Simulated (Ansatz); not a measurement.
# The 3-layer 2H-MoS2 (2H stacking) between two gates

Aim: screening and gap of the neutral 3-layer 2H-MoS2 (2H stacking) between oppositely charged gates.

Main program and level: Ansatz 0.2.0; plane-wave DFT, r2SCAN-D4, Ansatz PAW, in the first sound run; inputs show where later runs differ.

Most raw output is cut from this account.

## (1) Set-up

The cell holds 9 atoms: 6 S and 3 Mo. Cell: a = 3.180 Å, b = 3.180 Å, c = 62.588 Å, α = 90.0°, β = 90.0°, γ = 120.0°. Regions: layer 1: 2H-MoS2, 3 atoms (2 S and 1 Mo); layer 2: 2H-MoS2, 3 atoms (2 S and 1 Mo); layer 3: 2H-MoS2, 3 atoms (2 S and 1 Mo). Vacuum lies along c.

## (2) Relaxing the slab

The starting cell is a guess, so the in-plane lattice and the atoms are relaxed first, with the slab cut off from its images along the normal.

The input, input.yaml:

```yaml
crystal:
  lattice:
    - [3.18, 0.0, 0.0]
    - [-1.59, 2.753960784, 0.0]
    - [0.0, 0.0, 62.587793216]
  atoms:
    - { symbol: S, position: [0.3333333333, 0.6666666667, 0.3738748212] }
    - { symbol: Mo, position: [0.0, 0.0, 0.399938991] }
    - { symbol: S, position: [0.3333333333, 0.6666666667, 0.4260031608] }
    - { symbol: S, position: [0.0, 0.0, 0.4739358302] }
    - { symbol: Mo, position: [0.3333333333, 0.6666666667, 0.5] }
    - { symbol: S, position: [0.0, 0.0, 0.5260641698] }
    - { symbol: S, position: [0.3333333333, 0.6666666667, 0.5739968392] }
    - { symbol: Mo, position: [0.0, 0.0, 0.600061009] }
    - { symbol: S, position: [0.3333333333, 0.6666666667, 0.6261251788] }
  periodic: [true, true, false]
kpoints:
  mp_grid: { grid: [12, 12, 1] }
hamiltonian:
  xc: r2scan
  dispersion: d4
scf:
  occupations: { method: fermi_dirac, width: 0.05 }
  convergence: { dr2_threshold: 1.0e-09 }
relax:
  f_tol: 0.004
  max_steps: 90
  cell: {}
output:
  write_potential: true
  write_density: true
  volumetric_format: npy
```

Started as:

```
$ ansatz run input.yaml --threads 4 --pin off --max-ram 12288MiB --backend cpu --events-out ev --progress --plain --runs-dir out
```

Run time: 4.3 min. Hardware: 4 threads of Intel Xeon Platinum 8259CL at 2.50GHz (Skylake/Cascade Lake), shared host; peak memory 2.2 GiB.

Step by step:

```tsv
step	energy less that of the first step (eV)	largest force component (eV/Å)	volume (Å³)
1	0.0000	1.4686	548.12
2	-0.0561	1.3164	564.26
3	-0.3575	0.1101	546.08
4	-0.3596	0.0103	545.97
5	-0.3596	0.0010	546.12
6*	-0.3595	0.0010	546.12
```

Relaxation steps marked * repeat the geometry before them on a plane-wave basis chosen anew for their cell, so energy and pressure can jump there.

The run keeps the 12 symmetry operations that it works with, so distortions that break them were not tested.

```tsv
cell as run	before	after	change
a (Å)	3.180	3.174	-0.2 %
b (Å)	3.180	3.174	-0.2 %
```

The atoms that moved most (Å, along periodic axes as changes of fractional coordinates times the final cell, across vacuum about the mean position):

```tsv
atom	dx	dy	dz	length
S9	0.000	0.000	-0.092	0.092
S1	0.000	0.000	0.092	0.092
S4	0.000	0.000	0.078	0.078
S6	0.000	0.000	-0.078	0.078
S7	0.000	0.000	0.064	0.064
S3	0.000	0.000	-0.064	0.064
Mo2	0.000	0.000	0.014	0.014
Mo8	0.000	0.000	-0.014	0.014
```

The lattice constant a goes from 3.180 to 3.174 Å.

## (3) Gated layer, displacement field 0

The slab is cut off from its images along the normal. Two sheets of opposite charge stand for the gates, so the stack stays neutral in a displacement field; barriers ahead of the sheets keep electrons from leaking to them. The uncharged case sets the zero.

The cell differs from the one that the last finished run ended in (c 62.588 → 61.404 Å).

The input, input.yaml:

```yaml
crystal:
  lattice:
    - [3.1741942132, 0.0, 0.0]
    - [-1.5870971066, 2.7489328252, 0.0]
    - [0.0, 0.0, 61.404368226]
  atoms:
    - { symbol: S, position: [0.3333333333, 0.6666666667, 0.3729376372] }
    - { symbol: Mo, position: [0.0, 0.0, 0.3982382266] }
    - { symbol: S, position: [0.3333333333, 0.6666666667, 0.4235381573] }
    - { symbol: S, position: [0.0, 0.0, 0.4747058306] }
    - { symbol: Mo, position: [0.3333333333, 0.6666666667, 0.5] }
    - { symbol: S, position: [0.0, 0.0, 0.5252941694] }
    - { symbol: S, position: [0.3333333333, 0.6666666667, 0.5764618427] }
    - { symbol: Mo, position: [0.0, 0.0, 0.6017617734] }
    - { symbol: S, position: [0.3333333333, 0.6666666667, 0.6270623628] }
  periodic: [true, true, false]
  symmetry: { detect: true }
kpoints:
  mp_grid: { grid: [30, 30, 1] }
  band_path:
    path: [[0, 0, 0], [0.5, 0, 0], [0.33333333, 0.33333333, 0], [0, 0, 0]]
    npoints: 16
hamiltonian:
  xc: r2scan
  dispersion: d4
scf:
  occupations: { method: fermi_dirac, width: 0.02585 }
  convergence: { dr2_threshold: 1.0e-10 }
output:
  forces: true
  eigenvalues: true
  dos: { projected: true, e_range: [-3, 3], de: 0.01 }
  write_potential: true
  write_density: true
  volumetric_format: npy
  elf: true
external_charges:
  - { charge: 0, barrier: 10, axis: 3, height: 41.004, sigma: 0.25 }
  - { charge: 0, barrier: 10, axis: 3, height: 20.4, sigma: 0.25 }
```

Wall time 4.8 min (4 threads); peak memory 3.3 GiB.

Numbers from this step:

* gap on the k-mesh: 1.181 eV
* gap along the path: 1.181 eV
* smallest direct gap along the path: 1.755 eV
* gap, the smaller of path and mesh: 1.181 eV
* potential beyond the upper barrier and gate, less the barrier, from the Fermi level: 4.810 eV

Running mean over a fixed 2.6 Å (it still follows the layers) of the planar mean; beyond a gate it holds the 10 eV model barrier. Table of electron's electrostatic potential energy less the Fermi level by z:

```tsv
z (Å)	electron's electrostatic potential energy less the Fermi level (eV)
5	14.8
6	14.8
7	14.8
8	14.8
9	14.8
10	14.8
11	14.8
12	14.8
13	14.8
14	14.8
15	14.8
16	14.8
17	14.8
18	14.8
19	14.3
20	10.9
21	6.29
22	-0.658
23	-6.71
24	-11.7
25	-11.6
26	-5.99
27	-0.954
28	-0.582
29	-4.67
30	-11.5
31	-11.8
32	-8.07
33	-1.75
34	-0.328
35	-3.21
36	-10.9
37	-11.7
38	-9.87
39	-2.76
40	2.96
41	9.71
42	13.3
43	14.8
44	14.8
45	14.8
46	14.8
47	14.8
48	14.8
49	14.8
50	14.8
51	14.8
52	14.8
53	14.8
54	14.8
55	14.8
56	14.8
57	14.8
```

The density of states has structure finer than the step of the table below, so its rows give means over 0.1 eV, whole bins alone (the curve runs from -3 to 1.63 eV). Peaks (eV: height): -2.01: 16.9, 1.23: 27.3.

Table of density of states by energy, zero at the Fermi level of the run, which the smearing sets inside the gap; means over each step:

energy (eV), density of states (states/eV a cell) and a bar:
```
     -2.9        7.5 #############
     -2.8        7.1 ############
     -2.7        6.6 ###########
     -2.6        7.0 ############
     -2.5        6.6 ###########
     -2.4        6.1 ###########
     -2.3        4.2 #######
     -2.2        2.9 #####
     -2.1        5.0 #########
     -2.0       13.3 #######################
     -1.9        9.6 #################
     -1.8        7.9 ##############
     -1.7        6.7 ############
     -1.6        5.6 ##########
     -1.5        4.6 ########
     -1.4        4.1 #######
     -1.3        2.3 ####
     -1.2        1.4 ##
     -1.1        0.7 #
     -1.0        0.8 #
     -0.9        0.6 #
     -0.8        0.3 #
     -0.7        0.3 #
     -0.6        0.2 
     -0.5        0.0 
     -0.4        0.0 
     -0.3        0.0 
     -0.2        0.0 
     -0.1        0.0 
      0.0        0.0 
      0.1        0.0 
      0.2        0.0 
      0.3        0.0 
      0.4        0.0 
      0.5        0.0 
      0.6        0.3 #
      0.7        2.1 ####
      0.8        3.3 ######
      0.9        4.4 ########
      1.0        7.9 ##############
      1.1        7.9 ##############
      1.2       17.3 ##############################
      1.3       10.5 ##################
      1.4        9.5 ################
      1.5       10.8 ###################
```

Projected DOS per atom over height of the atomic layer and energy from the Fermi level. Layers: S Mo S S Mo S S Mo S from below.

Values in states/eV, 22 rows by 9 columns, each cell a mean:
```
1.04 3.00 0.69 0.71 2.50 0.71 0.69 3.00 1.04
0.60 2.37 0.54 0.65 2.80 0.65 0.54 2.37 0.60
0.55 2.65 0.58 0.37 2.03 0.37 0.58 2.65 0.55
0.21 1.03 0.27 0.32 1.33 0.32 0.27 1.03 0.21
0.05 0.39 0.08 0.11 0.52 0.11 0.08 0.39 0.05
0.00 0.00 0.00 0.00 0.00 0.00 0.00 0.00 0.00
0.00 0.00 0.00 0.00 0.00 0.00 0.00 0.00 0.00
0.00 0.00 0.00 0.00 0.00 0.00 0.00 0.00 0.00
0.00 0.00 0.00 0.00 0.00 0.00 0.00 0.00 0.00
0.00 0.00 0.00 0.00 0.00 0.00 0.00 0.00 0.00
0.00 0.02 0.01 0.02 0.05 0.02 0.01 0.02 0.00
0.00 0.04 0.03 0.03 0.10 0.03 0.03 0.04 0.00
0.03 0.16 0.08 0.05 0.10 0.05 0.08 0.16 0.03
0.05 0.35 0.10 0.08 0.30 0.08 0.10 0.35 0.05
0.20 0.94 0.17 0.19 0.92 0.19 0.17 0.94 0.20
0.30 1.36 0.30 0.29 1.34 0.29 0.30 1.36 0.30
0.50 1.82 0.46 0.52 1.81 0.52 0.46 1.82 0.50
0.58 1.81 0.47 0.63 1.75 0.63 0.47 1.81 0.58
0.64 0.16 0.62 0.35 0.23 0.35 0.62 0.16 0.64
0.93 0.24 0.95 0.96 0.27 0.96 0.95 0.24 0.93
0.92 0.33 0.93 0.97 0.36 0.97 0.93 0.33 0.92
1.08 0.56 1.05 1.05 0.55 1.05 1.05 0.56 1.08
```
Columns: height of the atomic layer (Å) from 22.9 to 38.5 (not evenly spaced); rows upwards: energy from the Fermi level (eV) from -2.98 to 1.62.

The electronic bands at the labelled points (eV, zero at the Fermi level of the run, which the smearing sets inside the gap):

```tsv
point	band 36	band 37	band 38	band 39	band 40	band 41	band 42	band 43
Γ	-2.31	-1.37	-0.89	-0.58	1.79	1.79	1.80	1.80
halfway	-2.31	-1.93	-1.87	-1.85	1.00	1.24	1.30	1.36
M	-2.21	-1.86	-1.82	-1.79	1.22	1.24	1.25	1.69
halfway	-3.03	-1.57	-1.51	-1.47	1.07	1.10	1.13	2.01
K	-3.38	-1.24	-1.19	-1.15	0.61	0.61	0.61	1.78
halfway	-2.19	-2.00	-1.98	-1.98	0.70	0.94	1.18	1.41
Γ	-2.31	-1.37	-0.89	-0.58	1.79	1.79	1.80	1.80
```

Force by atom:

```tsv
atom	x (eV/Å)	y (eV/Å)	z (eV/Å)	size
S1	0.0000	0.0000	0.0756	0.0756
Mo2	0.0000	0.0000	0.0111	0.0111
S3	0.0000	0.0000	0.0012	0.0012
S4	0.0000	0.0000	-0.0009	0.0009
Mo5	0.0000	0.0000	0.0000	0.0000
S6	0.0000	0.0000	0.0009	0.0009
S7	0.0000	0.0000	-0.0012	0.0012
Mo8	0.0000	0.0000	-0.0111	0.0111
S9	0.0000	0.0000	-0.0757	0.0757
```

ELF in the ca plane at fractional y = 0.667, with atoms of S and Mo within 0.2 Å of it. It is the smooth field of the valence electrons, not physical close to the nuclei.

Ten even steps from '0' (0.00) to '9' (0.94), each cell a mean:
```
00000000000000000012331233123321003788764223
00000000000000000012221233112210004788874224
00000000000000013567774222267775201567752222
00000000000000147998888412688899600134424675
00000000000000368996147523672289820001237667
00000000000000369996137523661289920001147657
00000000000000258998788522687799710123325775
00000000000000014678875222368876201466642332
```
Columns run along c (16.0 Å, from fractional 0.26 to 0.52 of the cell), rows up along a (3.2 Å). Atoms in or near the plane, at fractional coordinates: S at (0.37, 0.33), S at (0.42, 0.33), Mo at (0.50, 0.33).

Electrostatic potential energy in the ca plane at fractional y = 0.667, with atoms of S and Mo within 0.2 Å of it. With pseudopotentials it is smooth inside the atoms' cores, unlike the true potential.

Values in eV, 5 rows by 16 columns, each cell a mean:
```
 10  10  10  10   9   1  -1  -4 -16 -17  -4  -1  -1 -11  -8  -6
 10  10  10  10   9   1  -2 -10 -12 -12 -10  -3  -1  -7 -10 -17
 10  10  10  10   9   1 -11 -38 -13 -11 -38 -13  -1  -3 -28 -49
 10  10  10  10   9   1 -14 -40 -15 -13 -40 -17  -1  -3 -32 -52
 10  10  10  10   9   1  -4 -20 -11 -11 -20  -5  -1  -5 -15 -30
```
Columns run along c (16.0 Å, from fractional 0.26 to 0.52 of the cell; values clipped at the 3rd and 97th percentile), rows up along a (3.2 Å). Atoms in or near the plane, at fractional coordinates: S at (0.37, 0.33), S at (0.42, 0.33), Mo at (0.50, 0.33).

Valence density in the ca plane at fractional y = 0.667, with atoms of S and Mo within 0.2 Å of it. It is the smooth field of the valence electrons, not physical close to the nuclei.

Ten steps, logarithmic in the rise over the least value, from '0' (0.0 e/Å³) to '9' (6.3 e/Å³), each cell a mean:
```
00000000000000000012333455433221001344443333
00000000000000000012233455433221001344443333
00000000000000000134444444444432111234444554
00000000000000001345665433456654211123346887
00000000000000001456456433565565310112358999
00000000000000001456456433565465310112368999
00000000000000001356665433456654211123347887
00000000000000000134454444445442111234444554
```
Columns run along c (16.0 Å, from fractional 0.26 to 0.52 of the cell), rows up along a (3.2 Å). Atoms in or near the plane, at fractional coordinates: S at (0.37, 0.33), S at (0.42, 0.33), Mo at (0.50, 0.33).

The gap, the smaller of path and mesh, is 1.181 eV.

## (4) Gated layer, displacement field 0.543 V/nm

Changes to input.yaml since step 3:

```diff
@@ -31,3 +31,2 @@
   eigenvalues: true
-  dos: { projected: true, e_range: [-3, 3], de: 0.01 }
   write_potential: true
@@ -35,5 +34,6 @@
   volumetric_format: npy
-  elf: true
 external_charges:
   - { charge: 0, barrier: 10, axis: 3, height: 41.004, sigma: 0.25 }
+  - { charge: -0.002618, axis: 3, height: 42.504, sigma: 0.33 }
   - { charge: 0, barrier: 10, axis: 3, height: 20.4, sigma: 0.25 }
+  - { charge: 0.002618, axis: 3, height: 18.9, sigma: 0.33 }
```

Run time: 4.7 min. Hardware: 4 threads; peak memory 3.2 GiB; 18 min of CPU time.

Numbers from this step:

```yaml
gap_on_the_k_mesh: 1.120 eV
gap_along_the_path: 1.120 eV
smallest_direct_gap_along_the_path: 1.667 eV
gap_the_smaller_of_path_and_mesh: 1.120 eV
potential_beyond_the_upper_barrier_and_gate_less_the_barrier_from_the_fermi_level: 5.053 eV
```

The electronic bands at the labelled points (eV, zero at the Fermi level of the run, which the smearing sets inside the gap):

```tsv
point	band 36	band 37	band 38	band 39	band 40	band 41	band 42	band 43
Γ	-2.30	-1.36	-0.88	-0.56	1.75	1.75	1.80	1.80
halfway	-2.29	-1.94	-1.87	-1.80	1.01	1.25	1.29	1.37
M	-2.17	-1.88	-1.82	-1.74	1.19	1.25	1.32	1.68
halfway	-3.00	-1.58	-1.51	-1.42	1.05	1.11	1.18	2.00
K	-3.34	-1.26	-1.19	-1.10	0.56	0.62	0.68	1.79
halfway	-2.16	-2.03	-1.98	-1.91	0.71	0.95	1.20	1.40
Γ	-2.30	-1.36	-0.88	-0.56	1.75	1.75	1.80	1.80
```

Force by atom:

```tsv
atom	x (eV/Å)	y (eV/Å)	z (eV/Å)	size
S1	0.0000	0.0000	0.0781	0.0781
Mo2	0.0000	0.0000	0.0074	0.0074
S3	0.0000	0.0000	0.0035	0.0035
S4	0.0000	0.0000	0.0013	0.0013
Mo5	0.0000	0.0000	-0.0047	0.0047
S6	0.0000	0.0000	0.0033	0.0033
S7	0.0000	0.0000	0.0010	0.0010
Mo8	0.0000	0.0000	-0.0148	0.0148
S9	0.0000	0.0000	-0.0731	0.0731
```

The gap, the smaller of path and mesh, is 1.120 eV.

## (5) Gated layer, displacement field 1.09 V/nm

Changes to input.yaml since step 4:

```diff
@@ -36,4 +36,4 @@
   - { charge: 0, barrier: 10, axis: 3, height: 41.004, sigma: 0.25 }
-  - { charge: -0.002618, axis: 3, height: 42.504, sigma: 0.33 }
+  - { charge: -0.005235, axis: 3, height: 42.504, sigma: 0.33 }
   - { charge: 0, barrier: 10, axis: 3, height: 20.4, sigma: 0.25 }
-  - { charge: 0.002618, axis: 3, height: 18.9, sigma: 0.33 }
+  - { charge: 0.005235, axis: 3, height: 18.9, sigma: 0.33 }
```

The job ended after 5 min (4 threads; peak memory 3.2 GiB).

The gap, the smaller of path and mesh, is 1.046 eV.

## (6) Gated layer, displacement field 2.17 V/nm

Changes to input.yaml since step 5:

```diff
@@ -31,2 +31,3 @@
   eigenvalues: true
+  dos: { projected: true, e_range: [-3, 3], de: 0.01 }
   write_potential: true
@@ -34,6 +35,7 @@
   volumetric_format: npy
+  elf: true
 external_charges:
   - { charge: 0, barrier: 10, axis: 3, height: 41.004, sigma: 0.25 }
-  - { charge: -0.005235, axis: 3, height: 42.504, sigma: 0.33 }
+  - { charge: -0.010471, axis: 3, height: 42.504, sigma: 0.33 }
   - { charge: 0, barrier: 10, axis: 3, height: 20.4, sigma: 0.25 }
-  - { charge: 0.005235, axis: 3, height: 18.9, sigma: 0.33 }
+  - { charge: 0.010471, axis: 3, height: 18.9, sigma: 0.33 }
```

Elapsed: 6.3 min, on 4 threads; peak memory 3.3 GiB.

The density of states has structure finer than the step of the table below, so its rows give means over 0.1 eV, whole bins alone (the curve runs from -3 to 1.72 eV). Peaks (eV: height): -2.97: 9.91, -2.82: 13.6, -1.95: 9.71, -1.69: 9.73, 1.30: 18.1, 1.41: 13.6, 1.56: 23.6.

The density of states by energy, zero at the Fermi level of the run, which the smearing sets inside the gap; means over each step:

```tsv
energy (eV)	density of states (states/eV a cell)
-2.9	7.91
-2.8	9.56
-2.7	7.85
-2.6	7.55
-2.5	7.07
-2.4	5.07
-2.3	5.26
-2.2	7.26
-2.1	5.79
-2.0	6.73
-1.9	8.18
-1.8	7.50
-1.7	7.91
-1.6	6.24
-1.5	5.61
-1.4	5.01
-1.3	3.23
-1.2	2.36
-1.1	1.59
-1.0	1.35
-0.9	1.12
-0.8	0.425
-0.7	0.329
-0.6	0.326
-0.5	0.319
-0.4	0.0251
-0.3	0
-0.2	0
-0.1	0
0.0	0
0.1	0
0.2	0
0.3	0
0.4	0.0133
0.5	0.325
0.6	0.433
0.7	1.97
0.8	3.21
0.9	4.82
1.0	7.51
1.1	6.93
1.2	6.87
1.3	11.5
1.4	11.2
1.5	13.4
1.6	12.2
```

The gap, the smaller of path and mesh, is 0.879 eV.

## (7) Gated layer, displacement field 4.34 V/nm

Changes to input.yaml since step 6:

```diff
@@ -38,4 +38,4 @@
   - { charge: 0, barrier: 10, axis: 3, height: 41.004, sigma: 0.25 }
-  - { charge: -0.010471, axis: 3, height: 42.504, sigma: 0.33 }
+  - { charge: -0.020942, axis: 3, height: 42.504, sigma: 0.33 }
   - { charge: 0, barrier: 10, axis: 3, height: 20.4, sigma: 0.25 }
-  - { charge: 0.010471, axis: 3, height: 18.9, sigma: 0.33 }
+  - { charge: 0.020942, axis: 3, height: 18.9, sigma: 0.33 }
```

Elapsed: 6.7 min, on 4 threads; peak memory 3.3 GiB.

The gap, the smaller of path and mesh, is 0.488 eV.

## (8) The series together

This step: plane-wave DFT, r2SCAN-D4, Ansatz PAW; response to a displacement field between two gates (Ansatz 0.2.0).

The potential behind each gate is read from every run and counted from the uncharged case.

This step gave:

```yaml
electrostatic_distance_between_the_gates: 8.447 Å
geometric_distance_between_the_gates: 23.60 Å
```

Electron's potential behind the upper gate less behind the lower, less the value without field. Table of step of the electron's potential energy between the gates by displacement field D/eps0:

```tsv
displacement field D/eps0 (V/nm)	step of the electron's potential energy between the gates (eV)
0.00	0
0.54	0.459
1.09	0.918
2.17	1.84
4.34	3.67
```

The smaller of the gaps on the path and on the k-mesh, counted as 0 under 0.03 eV. The gap by displacement field D/eps0:

```tsv
displacement field D/eps0 (V/nm)	gap (eV)
0.00	1.18
0.54	1.12
1.09	1.05
2.17	0.879
4.34	0.488
```

By hand: 4.34 V/nm over the 23.60 Å between the sheets would give 10.25 V in vacuum; the run has 3.67 V, as over 8.45 Å.

[end of part 1 of 2]

[Logs are printed without paths, hosts, clocks, repeated set-up lines and the standing remarks that a program may print on its own settings, such as how far it seeks lower states.]

[Hosts, paths, dates, database ids (printed as entryN), source tags and the programs' standing remarks are cut or masked in the printed files.]

[Maps of the electrostatic potential energy from Ansatz leave out the sawtooth potential of an applied field or a dipole correction, so their vacuum need not be flat; planar profiles and work functions include it.]
